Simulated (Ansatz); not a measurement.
# Tetragonal PbO bilayer (AA) in a perpendicular field, part 2 of 2

Aim: how the tetragonal PbO bilayer (AA) screens a field along its normal, and what the field does to its bands. A positive field points along +c.

Ansatz 0.2.0; plane-wave DFT, PBE-D3(BJ), Ansatz PAW (the session's first sound run).

So far. Step 12 (Response at this level): The induced dipole is that of a conductor 9.04 Å thick. Step 13 (Same geometry, cutoff 420 eV, functional PBE): The dipole is 0.0814 e·Å.

## Step 14: Same geometry, cutoff 420 eV, functional PBE (run 2)

The input, input.yaml:

```yaml
crystal:
  lattice:
    - [4.0223715926, 0.0, 0.0]
    - [0.0, 4.0223715926, 0.0]
    - [0.0, 0.0, 25.4732397143]
  atoms:
    - { symbol: Pb, position: [0.5, 0.0, 0.3533119501] }
    - { symbol: O, position: [0.0, 0.0, 0.4003534737] }
    - { symbol: O, position: [0.5, 0.5, 0.4003534737] }
    - { symbol: Pb, position: [0.0, 0.5, 0.4473746525] }
    - { symbol: Pb, position: [0.5, 0.0, 0.5526253475] }
    - { symbol: O, position: [0.0, 0.0, 0.5996465263] }
    - { symbol: O, position: [0.5, 0.5, 0.5996465263] }
    - { symbol: Pb, position: [0.0, 0.5, 0.6466880499] }
kpoints:
  mp_grid: { grid: [6, 6, 1] }
hamiltonian:
  xc: pbe
scf:
  occupations: { method: fermi_dirac, width: 0.05 }
  convergence: { dr2_threshold: 1.0e-09 }
efield:
  axis: 3
  dipole_correction: true
  ramp_position: 0.97
  ramp_width: 0.06
  amplitude: -0.1
output:
  write_potential: true
  write_density: true
  volumetric_format: npy
```

Launch:

```bash
$ ansatz run input.yaml --threads 4 --pin off --max-ram 6144MiB --backend cpu --events-out ev --progress --plain --runs-dir out
```

It took 4.9 s on 4 threads of Intel Xeon 6975P-C (Granite Rapids), shared host; peak memory 0.83 GiB; 18 s of CPU time.

The dipole is -0.0814 e·Å.

## Step 15: Response at this level

This step: plane-wave DFT, PBE, Ansatz PAW; response to a field along the normal, atoms held (Ansatz 0.2.0).

The induced dipole is that of a conductor 9.11 Å thick.

## Step 16: Same geometry, cutoff 500 eV, functional r2SCAN

This step: plane-wave DFT, r2SCAN, Ansatz PAW (Ansatz 0.2.0).

The geometry is kept and the functional is r2SCAN; other changes against the main runs: SCF threshold 1.0e-10 → 1.0e-09 eV, cutoff 420 → 500, k-mesh 12×12×1 → 6×6×1 and no dispersion term, which doesn't act on the electrons.

input.yaml: that of step 14 with these lines changed.

```diff
@@ -17,3 +17,3 @@
 hamiltonian:
-  xc: pbe
+  xc: r2scan
 scf:
@@ -26,3 +26,3 @@
   ramp_width: 0.06
-  amplitude: -0.1
+  amplitude: 0.1
 output:
```

Run time: 8.1 s. Hardware: 4 threads; peak memory 1.5 GiB.

The dipole is 0.0797 e·Å.

## Step 17: Same geometry, cutoff 500 eV, functional r2SCAN (run 2)

input.yaml: that of step 16 with these lines changed.

```diff
@@ -26,3 +26,3 @@
   ramp_width: 0.06
-  amplitude: 0.1
+  amplitude: -0.1
 output:
```

The job ended after 9.4 s (4 threads; peak memory 1.5 GiB).

The dipole is -0.0797 e·Å.

## Step 18: Response at this level

This step: plane-wave DFT, r2SCAN, Ansatz PAW; response to a field along the normal, atoms held (Ansatz 0.2.0).

The induced dipole is that of a conductor 8.91 Å thick.

## Step 19: Same geometry, cutoff 420 eV, functional HSE06

This step: plane-wave DFT, HSE06, Ansatz PAW (Ansatz 0.2.0).

The geometry is kept and the functional is HSE06; other changes against the main runs: SCF threshold 1.0e-10 → 1.0e-09 eV, k-mesh 12×12×1 → 6×6×1 and no dispersion term, which doesn't act on the electrons.

input.yaml: that of step 17 with these lines changed.

```diff
@@ -17,3 +17,3 @@
 hamiltonian:
-  xc: r2scan
+  xc: hse06
 scf:
@@ -26,3 +26,3 @@
   ramp_width: 0.06
-  amplitude: -0.1
+  amplitude: 0.1
 output:
```

The job ended after 1.7 min (4 threads; peak memory 5 GiB).

The dipole is 0.0792 e·Å.

## Step 20: Same geometry, cutoff 420 eV, functional HSE06 (run 2)

input.yaml: that of step 19 with these lines changed.

```diff
@@ -26,3 +26,3 @@
   ramp_width: 0.06
-  amplitude: 0.1
+  amplitude: -0.1
 output:
```

Wall time 2.3 min (4 threads); peak memory 5 GiB.

The dipole is -0.0792 e·Å.

## Step 21: Comparing the runs

Times are for 4 threads of Intel Xeon 6975P-C (Granite Rapids), shared host. The runs compared:

| no. | functional | field | dipole along the normal (e·Å) | time | memory (GiB) |
| --- | --- | --- | --- | --- | --- |
| 1 | lda | 0.1 V/Å | 0.08085 | 5.9 s | 0.82 |
| 2 | lda | -0.1 V/Å | -0.08085 | 5.5 s | 0.81 |
| 3 | pbe | 0.1 V/Å | 0.08143 | 5.2 s | 0.83 |
| 4 | pbe | -0.1 V/Å | -0.08143 | 4.9 s | 0.83 |
| 5 | r2scan | 0.1 V/Å | 0.07970 | 8.1 s | 1.5 |
| 6 | r2scan | -0.1 V/Å | -0.07970 | 9.4 s | 1.5 |
| 7 | hse06 | 0.1 V/Å | 0.07923 | 1.7 min | 5.0 |
| 8 | hse06 | -0.1 V/Å | -0.07923 | 2.3 min | 5.0 |

## Step 22: Response at this level

This step: plane-wave DFT, HSE06, Ansatz PAW; response to a field along the normal, atoms held (Ansatz 0.2.0).

The induced dipole is that of a conductor 8.86 Å thick.

## Step 23: A changed input

This step: plane-wave DFT, PBE-D3(BJ), Ansatz PAW, but for the change named below (Ansatz 0.2.0).

A run with a changed input: it repeats the earlier run at 0.03 V/Å with scf.initial_density.chi_scale to 0.3, hamiltonian.pseudopotentials to kind: paw_fr and magnetization to noncollinear: true, spin_orbit: true; its output block differs too.

input.yaml, the sections that differ from step 20:

```yaml
kpoints:
  mp_grid: { grid: [12, 12, 1] }
  band_path:
    path: [[0, 0, 0], [0.5, 0, 0], [0.5, 0.5, 0], [0, 0, 0]]
    npoints: 16
hamiltonian:
  xc: pbe
  dispersion: d3bj
  pseudopotentials: { kind: paw_fr }
scf:
  occupations: { method: fermi_dirac, width: 0.05 }
  convergence: { dr2_threshold: 1.0e-10 }
  initial_density: { chi_scale: 0.3 }
efield:
  axis: 3
  dipole_correction: true
  ramp_position: 0.97
  ramp_width: 0.06
  amplitude: 0.03
magnetization:
  noncollinear: true
  spin_orbit: true
# crystal, output: as in step 20
```

The job ended after 4.7 min (4 threads; peak memory 4.1 GiB; 18 min of CPU time).

Numbers from this step:

| Item | Value |
| --- | --- |
| gap on the k-mesh | 1.958 eV |
| dipole along the normal | 0.02428 e·Å |
| gap along the path | 1.957 eV |
| smallest direct gap along the path | 2.090 eV |
| gap, the smaller of path and mesh | 1.957 eV |

The electronic bands at the labelled points (eV, zero at the Fermi level of the run, which the smearing sets inside the gap):

| point | band 77 | band 78 | band 79 | band 80 | band 81 | band 82 | band 83 | band 84 |
| --- | --- | --- | --- | --- | --- | --- | --- | --- |
| Γ | -1.48 | -1.48 | -1.03 | -1.03 | 1.06 | 1.06 | 1.16 | 1.16 |
| halfway | -1.52 | -1.52 | -1.16 | -1.16 | 1.63 | 1.64 | 2.08 | 2.12 |
| X | -1.86 | -1.86 | -1.84 | -1.84 | 1.98 | 1.98 | 2.03 | 2.03 |
| halfway | -2.12 | -2.10 | -2.07 | -2.04 | 1.74 | 1.76 | 1.79 | 1.80 |
| M | -1.77 | -1.77 | -1.77 | -1.77 | 0.93 | 0.93 | 0.93 | 0.93 |
| halfway | -1.69 | -1.69 | -1.44 | -1.44 | 1.69 | 1.69 | 2.19 | 2.19 |
| Γ | -1.48 | -1.48 | -1.03 | -1.03 | 1.06 | 1.06 | 1.16 | 1.16 |

| quantity | this run | earlier run | difference |
| --- | --- | --- | --- |
| dipole along the normal (e·Å) | 0.02428 | 0.02442 | -1.4e-4 |
| gap along the path (eV) | 1.957 | 2.009 | -0.052 |
| smallest direct gap along the path (eV) | 2.090 | 2.233 | -0.14 |
| gap on the k-mesh (eV) | 1.958 | 2.010 | -0.053 |

What moves beyond 0.01 in its unit (for the dipole 0.5 % and 5e-5 e·Å): smallest direct gap along the path (-0.143 eV), gap on the k-mesh (-0.0525 eV), gap along the path (-0.0521 eV) and dipole along the normal (-0.000144 e·Å).

## Step 24: Varying the input

This step: plane-wave DFT, PBE-D3(BJ), Ansatz PAW (Ansatz 0.2.0).

An input spoilt on purpose, to show how the run answers: it repeats the earlier run at 0.03 V/Å with efield.axis from 3 to 2, and scf.max_iter set to 75.

input.yaml: that of step 23 with these lines changed.

```diff
@@ -22,3 +22,2 @@
   dispersion: d3bj
-  pseudopotentials: { kind: paw_fr }
 scf:
@@ -26,5 +25,5 @@
   convergence: { dr2_threshold: 1.0e-10 }
-  initial_density: { chi_scale: 0.3 }
+  max_iter: 75
 efield:
-  axis: 3
+  axis: 2
   dipole_correction: true
@@ -37,4 +36 @@
   volumetric_format: npy
-magnetization:
-  noncollinear: true
-  spin_orbit: true
```

It took 0.46 s on 4 threads; peak memory 0.65 GiB; 1.2 s of CPU time.

The program refused the input before any cycle.

The program's message: “Error: efield: ion 0 (Pb) at fractional coordinate 0.0000 along the field axis lies inside the sawtooth ramp with 2 of the planes that the density is read on at each end, [0.8959, 0.1041] — the ramp m …”

The fault put into the input: the field along an axis without vacuum.

## Step 25: What came out

* gap without field: 2.01 eV
* ionisation energy, upper face: 4.27 eV
* electron affinity, upper face: 2.26 eV
* equivalent conductor thickness, atoms held: 9.10 Å
* equivalent conductor thickness, LDA: 9.04 Å
* equivalent conductor thickness, PBE: 9.11 Å
* equivalent conductor thickness, r2SCAN: 8.91 Å
* equivalent conductor thickness, HSE06: 8.86 Å

The induced dipole equals that of a perfect conductor 9.10 Å thick, while the outer atoms lie 7.47 Å apart; an out-of-plane ε follows only once a thickness t is chosen, by 1 − 1/ε = 9.10 Å / t. The gap goes from 2.01 eV to 1.95 eV at -0.25 V/Å. Across the functionals the thickness runs from 8.86 to 9.11 Å; those runs use a coarser k-mesh, so they are to be compared with each other. With the field reversed it is 1.95 eV at 0.25 V/Å. Semilocal functionals give gaps that are too small, and excitons are not included. Spin-orbit coupling enters in a check alone.

[Long decimals in the printed logs are rounded to 6 places.]

[Logs are printed without paths, hosts, clocks, repeated set-up lines and the standing remarks that a program may print on its own settings, such as how far it seeks lower states.]

[Hosts, paths, dates, database ids (printed as entryN), source tags and the programs' standing remarks are cut or masked in the printed files.]

[Maps of the electrostatic potential energy from Ansatz leave out the sawtooth potential of an applied field or a dipole correction, so their vacuum need not be flat; planar profiles and work functions include it.]
